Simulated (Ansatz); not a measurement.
## SnO2 (Cassiterite): spin-orbit coupling beyond the local functionals

How far does spin-orbit coupling move the gap of SnO2 (Cassiterite)?

Method: density functionals with and without spin-orbit coupling, plane waves, PAW, in Ansatz 0.2.0.

**Experimental background.**

- Gap 3.6 eV: experimental gap quoted from earlier work; bulk crystal (quoted in “Study on the Photocatalytic Properties of Flower-Shaped SnO2”, 2022, pmc:9565917).

## 1. The starting structure

The structure is tetragonal, space group P4_2/mnm (No. 136). The conventional cell has a = 4.738 Å, b = 4.738 Å, c = 3.187 Å, α = 90.00°, β = 90.00°, γ = 90.00°. Nearest to Sn lie 6 O at 2.05 to 2.06 Å. O has 3 Sn at 2.05 to 2.06 Å nearest. Farther neighbours and most contacts between anions are not listed.

The cell and positions come from the Crystallography Open Database and are kept as given unless a step says otherwise. The default PAW set here is soft_2. Its files were made with PBE.

## 2. HSE06, 4×4×4 mesh

This step: DFT, HSE06, plane waves, PAW.

File input.yaml:

```yaml
crystal:
  lattice:
    - [4.738, 0.0, 0.0]
    - [0.0, 4.738, 0.0]
    - [0.0, 0.0, 3.1865]
  atoms:
    - { symbol: Sn, position: [0.0, 0.0, 0.0] }
    - { symbol: Sn, position: [0.5, 0.5, 0.5] }
    - { symbol: O, position: [0.3071, 0.3071, 0.0] }
    - { symbol: O, position: [0.1929, 0.8071, 0.5] }
    - { symbol: O, position: [0.6929, 0.6929, 0.0] }
    - { symbol: O, position: [0.8071, 0.1929, 0.5] }
kpoints:
  mp_grid: { grid: [4, 4, 4] }
  band_path:
    path:
      - [0.0, 0.0, 0.0]
      - [0.0, 0.5, 0.0]
      - [0.5, 0.5, 0.0]
      - [0.0, 0.0, 0.5]
      - [0.0, 0.5, 0.5]
      - [0.5, 0.5, 0.5]
    npoints: 1
hamiltonian:
  xc: hse06
scf:
  occupations: { method: fixed }
  n_extra_bands: 6
output:
  eigenvalues: true
```

The run is started by

```sh
$ ansatz run input.yaml --threads 3 --pin off --max-ram 92160MiB --backend cuda --events-out ev --progress --plain --runs-dir out --devices 1 --max-vram 13GiB
```

Numbers of over 12 decimals in the logs are rounded to 6 here.

The log of the run:

```text
scf.n_extra_bands = 6 over 26 filled bands (N_el = 52.0): the run solves 32 bands
GPUs: using 1 of 1 available (devices: 1).
Engine: ansatz 0.2.0, x86_64-unknown-linux-gnu
Pseudopotentials: kind: paw
Pseudopotential: Sn, paw, valence charge 14, recommended cutoff 420 eV (normal), Sn.paw.azcp
Pseudopotential: O, paw, valence charge 6, recommended cutoff 420 eV (normal), O.paw.azcp
Functional definition: HSE06
  parameter a = 0.25
  parameter omega = 0.11/bohr
  exchange = pbe_x - a*pbe_x_sr(omega) + a*exact_x_sr(omega)
  correlation = pbe_c
davidson cushion auto → on  (no smearing: the cushion is to keep the highest requested band from converging to the state above it; pin scf.eigensolver.cushion to override)
device memory: the entry about to start is reckoned to put 0.8 GiB on a device that reports 58.3 GiB free (of which the cap on the GPU budget leaves the run 13.0 GiB)
GPU FFT provider: cuFFT
GPU libraries: cuBLAS 13.8.2, cuFFT 12.4.0, cuSOLVER 12.3.4
Crystal: 6 atoms, lattice volume = 71.533 Å³
Basis set: ecut = 420 eV, 1411 PW (Γ)
Bands: 32, of which v1, the nominal top of the filled ones, is band 26 counted from 1 (25 counted from 0)
Symmetry: 16 space group operations
Space group: P42/mnm (ITA 136), of the structure as read, at distance tolerance 4.2e-5 Å
k-points: 18 of 64
Non-local potential: Sn, projectors of the file, l = 0: 2, l = 1: 2, l = 2: 2, l = 3: 2
Non-local potential: O, projectors of the file, l = 0: 2, l = 1: 2, l = 2: 1
PAW form: soft (Blöchl's): semilocal exchange-correlation on the pseudo side does not see the compensation charge
PAW frozen core: Sn, regenerated for the run's functional, and the local potential with it (the file was generated under x = pbe(κ = 0.804, μ = 0.219515), c = pbe(β = 0.066725))
PAW frozen core: O, regenerated for the run's functional, and the local potential with it (the file was generated under x = pbe(κ = 0.804, μ = 0.219515), c = pbe(β = 0.066725))
PAW one-centre angular grid: Sn, 590 points (default); XC on 64 Gauss nodes
PAW one-centre angular grid: O, 110 points (default); XC on 96 Gauss nodes
Initial density: superposition of atomic densities (neutral atoms: chi_scale 0, normalization atom), corrected by the library's trained network
Initial wavefunctions: pseudopotential atomic-orbital guess
GPU buffer pool allocated for 24576 grid points (all kernels)
GPU transforms: local potential and band sums: pruned to the plane-wave sphere, on 32×32×24
Functional: x = pbe(κ = 0.804, μ = 0.219515), c = pbe(β = 0.066725), warm-up for x = pbe(κ = 0.804, μ = 0.219515) + 0.25 (exact − pbe) at short range (hse, ω = 0.207870 Å⁻¹), c = pbe(β = 0.066725); HSE06 as pw.x's `hse` composes it (authors' and Libxc's form: `xc: wpbeh`)
[...]
Exchange kernel: α = 0.2500, screened, ω = 0.2079 Å⁻¹, Wigner–Seitz truncation, v(0) = 1027.7282 eV·Å³, q-mesh 4×4×4, nearest image of the exchange supercell L = 12.75 Å, pair-density grid 30×30×20, without the augmentation charges, whose exchange is taken in its separable form by FFT convolution over the k-point mesh (sized by the pseudopotential files, 32×32×24 at the most), smooth part of the exact exchange by density-matrix convolution in up to 2.12 GiB of GPU memory as planned if the GPU has room (build and FFT work areas not counted)
Frozen-core exchange: fock
SCF iter   1: F=—  HF=-14325.528812 eV  |F-HF|=—  |Δ(HF+E_count)|=         —  Δρ=4.05e-5  dr2=9.64e-7  ethr=1.19e-6  ⟨swp⟩=3.9  Hψ=1399  notcnv=0
preconditioner: auto → none  [insulator: Δε(μ)=3.042 eV  Ē_g=22.507 eV  n_scr=18 (ndim 8)  ℏωp=31.7 eV  f_vac=0.035]
SCF iter   2: F=—  HF=-14325.528815 eV  |F-HF|=—  |Δ(HF+E_count)|=   3.19e-6  Δρ=3.25e-5  dr2=3.26e-7  ethr=1.44e-9  ⟨swp⟩=5.9  Hψ=2513  notcnv=0  defer=8
SCF iter   3: F=-14325.528815 eV  HF=-14325.528815 eV  |F-HF|=9.79e-9  |Δ(HF+E_count)|=   7.87e-9  Δρ=1.19e-5  dr2=4.70e-8  ethr=5.53e-10  ⟨swp⟩=2.7  Hψ=1305  notcnv=0
SCF 3 converged in 3 iterations: F = -14325.528815 eV  dr2 = 4.70e-8
[...]
hybrid outer 2: dexx = +1.196e-6 eV, tail = 1.72e-7 eV, Δε = 5.36e-3 eV (about 3.19e-4 eV left of the loop's levels)
device memory: the entry about to start is reckoned to put 0.4 GiB on a device that reports 56.0 GiB free (of which the cap on the GPU budget leaves the run 13.0 GiB)
NSCF: frozen V_eff on 6 k-points
hybrid SCF converged: 2 outer / 9 inner (+2 warm-up), last move |dexx| = 1.20e-6 eV, tail = 1.72e-7 eV
Stability not checked: this state was not tested for a lower state beside it, because the functional holds exact exchange (a hybrid, or Hartree-Fock), whose exchange loop this test does not read (fock_operator; see scf.lower_state_search)
Free energy (F): -14325.528815 eV
Frozen-core exchange: fock
Harris-Foulkes:  -14325.528815 eV  (|F-HF|=9.79e-9)
Internal energy: -14325.528815 eV  (E = F + TS)
E sigma→0 (E₀):  -14325.528815 eV
Fermi energy:    8.185129 eV
--- Per-component energies (eV) ---
  E_band       = -219.637199
  E_kinetic    = 1087.396594
  E_local      = -2857.995986  (includes V_loc(G=0)·N_el)
  E_nonlocal   = 128.880437
  E_hartree    = 1494.727196
  E_xc         = -832.505449
  E_vxc        = -448.347339  (∫ρ·V_xc dr)
  E_exx        = -152.403293  (= α·E_x^exact, valence–valence)
  E_paw        = -9011.197575  (= ΣΔE_a)
  E_vpaw       = -814.232547  (= ΣTr[D̂ρ^β])
  E_aug_tail   = 0.009935  (compensation charges beyond the density's cutoff)
  E_ewald      = -4182.851779
  E_core_change = 0.411106  (= ΣΔE_core)
  E_smearing   = -0.000000  (= −TS)
  E_closure    = -0.000000  (closes the sum)
  Σ components = -14325.528815   (vs F -14325.528815, Δ=0.00e0)
--- Band table (eV; the first three rows and the last of 18) ---
  k-point 0: bands = [... 22 lower, 7.1613, 7.4717, 7.4717, 8.1851, 11.2260, 16.3816, 16.4277, 16.4277, ... 2 higher]
  k-point 1: bands = [... 22 lower, 5.8307, 7.3865, 7.3865, 7.6495, 13.9075, 17.3448, 18.6710, 18.6710, ... 2 higher]
  k-point 2: bands = [... 22 lower, 6.4199, 6.4199, 6.8332, 6.8332, 16.5791, 16.5791, 20.0303, 20.0303, ... 2 higher]
  k-point 17: bands = [... 22 lower, 7.2177, 7.2177, 7.2775, 7.2775, 15.0969, 15.0969, 19.0268, 19.0268, ... 2 higher]
```

Elapsed: 26 s, on 1 × NVIDIA H100 80GB HBM3 (shared by 6 runs) with 3 threads of AMD EPYC 7R13 (Zen 3), shared host; peak memory 1.3 GiB; 22 s of CPU time.

The column dr2 measures how far the density is from self-consistency, as an energy; F and HF (Harris–Foulkes) agree once it is small.

Numbers from this step:

```
gap                     : 3.041 eV
valence top at          : Γ
conduction bottom at    : Γ
least direct gap        : 3.041 eV
exact-exchange fraction : 0.25
```

The gap is direct, at Γ.

## 3. HSE06+SOC, 4×4×4 mesh

The many-body steps leave out spin-orbit coupling, so its effect is taken from a two-component run, with twice the bands.

This step: DFT, HSE06 with spin-orbit coupling, plane waves, PAW.

input.yaml, as its differences from that of step 2:

```diff
@@ -27,4 +27,11 @@
   occupations: { method: fixed }
-  n_extra_bands: 6
+  n_extra_bands: 12
+magnetization:
+  noncollinear: true
+  spin_orbit: true
 output:
   eigenvalues: true
+  write_density: true
+  write_potential: true
+  elf: true
+  volumetric_format: npy
```

The log of the run:

```text
[...]
GPUs: using 1 of 1 available (devices: 1).
[...]
non-collinear run that drives no moment, with spin-orbit: no starting moment large enough to seed its density (crystal.atoms[].spin), no starting occupations that ask for one, no magnetisation constraint and no magnetic field, so the semilocal B_xc is pinned to zero
[...]
GPU FFT provider: cuFFT
GPU libraries: cuBLAS 13.8.2, cuFFT 12.4.0, cuSOLVER 12.3.4
Crystal: 6 atoms, lattice volume = 71.533 Å³
Basis set: ecut = 420 eV, 1411 PW (Γ)
Bands: 64, of which v1, the nominal top of the filled ones, is band 52 counted from 1 (51 counted from 0)
Symmetry: 16 space group operations + 16 with time reversal
[...]
k-points: 18 of 64
Projection manifold: j_resolved (fully-relativistic pseudo-atomic orbitals)
[...]
GPU buffer pool allocated for 24576 grid points (all kernels)
[...]
SCF iter   1: F=—  HF=-14323.147373 eV  |F-HF|=—  |Δ(HF+E_count)|=         —  Δρ=9.12e-2  dr2=4.33e0  dr2_m=0.00e0 (ungated)  ethr=1.00e-1  |M|=0.00e0 ∫|m|=0.00e0 μB  |m|>n=0.0e0 m-floor=0.0e0 τ_xc=0.0e0  β_m=0.30  ⟨swp⟩=3.4  Hψ=4387  notcnv=0
[...]
SCF iter   5: F=-14322.102214 eV  HF=-14322.102198 eV  |F-HF|=1.62e-5  |Δ(HF+E_count)|=   1.32e-4  Δρ=3.50e-4  dr2=4.42e-5  dr2_m=0.00e0 (ungated)  ethr=6.85e-6  |M|=0.00e0 ∫|m|=0.00e0 μB  |m|>n=0.0e0 m-floor=0.0e0 τ_xc=0.0e0  ⟨swp⟩=4.0  Hψ=3227  notcnv=0
SCF 1 stopped early in 5 iterations: F = -14322.102214 eV  dr2 = 4.42e-5
[...]
GPU FFT provider: cuFFT
GPU libraries: cuBLAS 13.8.2, cuFFT 12.4.0, cuSOLVER 12.3.4
Projection manifold: j_resolved (fully-relativistic pseudo-atomic orbitals)
[...]
GPU buffer pool allocated for 24576 grid points (all kernels)
[...]
Frozen-core exchange: fock
SCF iter   1: F=—  HF=-14321.456034 eV  |F-HF|=—  |Δ(HF+E_count)|=         —  Δρ=1.03e-2  dr2=4.99e-2  dr2_m=0.00e0 (ungated)  ethr=8.49e-7  |M|=0.00e0 ∫|m|=0.00e0 μB  |m|>n=0.0e0 m-floor=0.0e0 τ_xc=0.0e0  β_m=0.30  ⟨swp⟩=8.7  Hψ=6745  notcnv=0
[...]
SCF iter   5: F=-14321.463876 eV  HF=-14321.463878 eV  |F-HF|=2.32e-6  |Δ(HF+E_count)|=   1.96e-4  Δρ=1.30e-4  dr2=5.77e-6  dr2_m=0.00e0 (ungated)  ethr=7.03e-8  |M|=0.00e0 ∫|m|=0.00e0 μB  |m|>n=0.0e0 m-floor=0.0e0 τ_xc=0.0e0  ⟨swp⟩=4.9  Hψ=4086  notcnv=0  defer=4
SCF 2 stopped early in 5 iterations: F = -14321.463876 eV  dr2 = 5.77e-6
[...]
hybrid outer 1: dexx = +2.489e-2 eV, tail = 1.35e-4 eV
GPU FFT provider: cuFFT
GPU libraries: cuBLAS 13.8.2, cuFFT 12.4.0, cuSOLVER 12.3.4
Projection manifold: j_resolved (fully-relativistic pseudo-atomic orbitals)
GPU buffer pool allocated for 24576 grid points (all kernels)
[...]
Frozen-core exchange: fock
SCF iter   1: F=—  HF=-14321.463191 eV  |F-HF|=—  |Δ(HF+E_count)|=         —  Δρ=3.47e-5  dr2=5.59e-7  dr2_m=0.00e0 (ungated)  ethr=1.30e-6  |M|=0.00e0 ∫|m|=0.00e0 μB  |m|>n=0.0e0 m-floor=0.0e0 τ_xc=0.0e0  β_m=0.30  ⟨swp⟩=3.9  Hψ=2777  notcnv=0
[...]
SCF iter   3: F=-14321.463195 eV  HF=-14321.463195 eV  |F-HF|=5.66e-9  |Δ(HF+E_count)|=   4.05e-9  Δρ=2.05e-5  dr2=8.93e-8  dr2_m=0.00e0 (ungated)  ethr=4.27e-10  |M|=0.00e0 ∫|m|=0.00e0 μB  |m|>n=0.0e0 m-floor=0.0e0 τ_xc=0.0e0  ⟨swp⟩=2.5  Hψ=2558  notcnv=0  defer=8
SCF 3 converged in 3 iterations: F = -14321.463195 eV  dr2 = 8.93e-8
[...]
NSCF: frozen V_eff on 6 k-points
[...]
Magnetization: |M| = 0.0000 μB,  M = (+0.0000, +0.0000, +0.0000) μB
Absolute magnetization: 0.0000 μB (∫|m|)
  site 0: m = (+0.0000, +0.0000, +0.0000) μB, |m| = 0.0000 μB  (R = 0.85 Å)
  site 1: m = (+0.0000, +0.0000, +0.0000) μB, |m| = 0.0000 μB  (R = 0.85 Å)
  site 2: m = (+0.0000, +0.0000, +0.0000) μB, |m| = 0.0000 μB  (R = 0.85 Å)
  site 3: m = (+0.0000, +0.0000, +0.0000) μB, |m| = 0.0000 μB  (R = 0.85 Å)
  site 4: m = (+0.0000, +0.0000, +0.0000) μB, |m| = 0.0000 μB  (R = 0.85 Å)
  site 5: m = (+0.0000, +0.0000, +0.0000) μB, |m| = 0.0000 μB  (R = 0.85 Å)
Free energy (F): -14321.463194 eV
Frozen-core exchange: fock
[...]
Internal energy: -14321.463194 eV  (E = F + TS)
E sigma→0 (E₀):  -14321.463194 eV
Fermi energy:    8.182673 eV
[...]
--- Band table (eV; the first three rows and the last of 18) ---
  k-point 0: bands = [... 48 lower, 7.4891, 7.4891, 8.1827, 8.1827, 11.2280, 11.2280, 16.3060, 16.3060, ... 8 higher]
  k-point 1: bands = [... 48 lower, 7.3922, 7.3922, 7.6472, 7.6472, 13.9079, 13.9079, 17.3469, 17.3469, ... 8 higher]
  k-point 2: bands = [... 48 lower, 6.8313, 6.8313, 6.8313, 6.8313, 16.5803, 16.5803, 16.5803, 16.5803, ... 8 higher]
  k-point 17: bands = [... 48 lower, 7.2760, 7.2760, 7.2760, 7.2760, 15.0938, 15.0938, 15.0938, 15.0938, ... 8 higher]
```

Run time: 61 s. Hardware: 1 × NVIDIA H100 80GB HBM3 (shared by 6 runs) with 3 threads; peak memory 1.9 GiB; 1.7 min of CPU time.

Numbers from this step:

```yaml
gap: 3.045 eV
valence_top_at: Γ
conduction_bottom_at: Γ
least_direct_gap: 3.045 eV
exact_exchange_fraction: 0.25
```

The gap is that of HSE06.

## 4. Together

Times are wall times on 1 × NVIDIA H100 80GB HBM3 (shared by 6 runs) with 3 threads of AMD EPYC 7R13 (Zen 3), shared host, good to a factor of about two.

```
level  gap (eV)  with coupling (eV)  change (eV)  time  with coupling
HSE06      3.04                3.05       +0.004  26 s           61 s
```

## 5. Summary of results

* HSE06: 3.04 eV
* HSE06+SOC: 3.05 eV

In words: Spin-orbit coupling changes the gap by +0.004 eV and the least direct gap by +0.004 eV. Against experiment, by HSE06+SOC: the gap of 3.05 eV lies −0.55 eV from the measured 3.6 eV (kind not stated, quoted 2022). The lattice is static and excitons are left out.

[Paths, hosts, dates, memory and timing lines, banners, echoed tables and standing remarks are left out of the program output.]

[Logs are printed without paths, hosts, clocks, repeated set-up lines and the standing remarks that a program may print on its own settings, such as how far it seeks lower states.]

[Runs of the session that timed out or met a known fault of the program may be left out.]

[Cells called generated may have been cut or substituted from an entry of the Crystallography Open Database or the Materials Project.]

[Hosts, paths, dates, database ids (printed as entryN), source tags and the programs' standing remarks are cut or masked in the printed files.]
